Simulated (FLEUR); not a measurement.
Records of electronic-structure calculations.

```
! title: Collinear magnetic orders of CoGe with FLEUR
! method: PBEsol; all-electron FLAPW, Dirac cores, scalar-relativistic bands
! program: FLEUR MaX-R8.1
! settings of one run: kmax 3.78 1/bohr, gmax 11.3 1/bohr, muffin tin radii Co: 2.17, Ge: 2.17 bohr, lmax Co: [8, 6], Ge: [8, 6], hist occupations, smearing width 0.08 eV, mixer Anderson, mixing 0.05, max iterations 90, stop 2.00e-5 me/bohr³, collinear spin, 6×6×6 k-mesh, mesh matched on, starting moments 2 2 2 2 0 0 0 0 μB
! cost: 3 runs, 15 min in all on 4 MPI ranks of Arm Neoverse V1, shared host (the runs of this entry)
! lowest state found: non-magnetic (initial ferro ++++)
! largest site spin moment: 0 μB
CELL_PARAMETERS angstrom
4.57947 0.00000 0.00000
0.00000 4.57947 0.00000
0.00000 0.00000 4.57947
ATOMIC_POSITIONS crystal
Co 0.13683 0.13683 0.13683
Co 0.36317 0.86317 0.63683
Co 0.63683 0.36317 0.86317
Co 0.86317 0.63683 0.36317
Ge 0.83981 0.83981 0.83981
Ge 0.66019 0.16019 0.33981
Ge 0.33981 0.66019 0.16019
Ge 0.16019 0.33981 0.66019
```

[Logs and program files are shortened in this print: banners, set-up blocks, solver, clock and traceback lines can be left out without a mark of their own.]

[Logs are printed without paths, hosts, clocks, repeated set-up lines and the standing remarks that a program may print on its own settings, such as how far it seeks lower states.]

[Hosts, paths, dates, database ids (printed as entryN), source tags and the programs' standing remarks are cut or masked in the printed files.]

[Where a cell is said to come from a database of computed structures, the database is the Materials Project.]
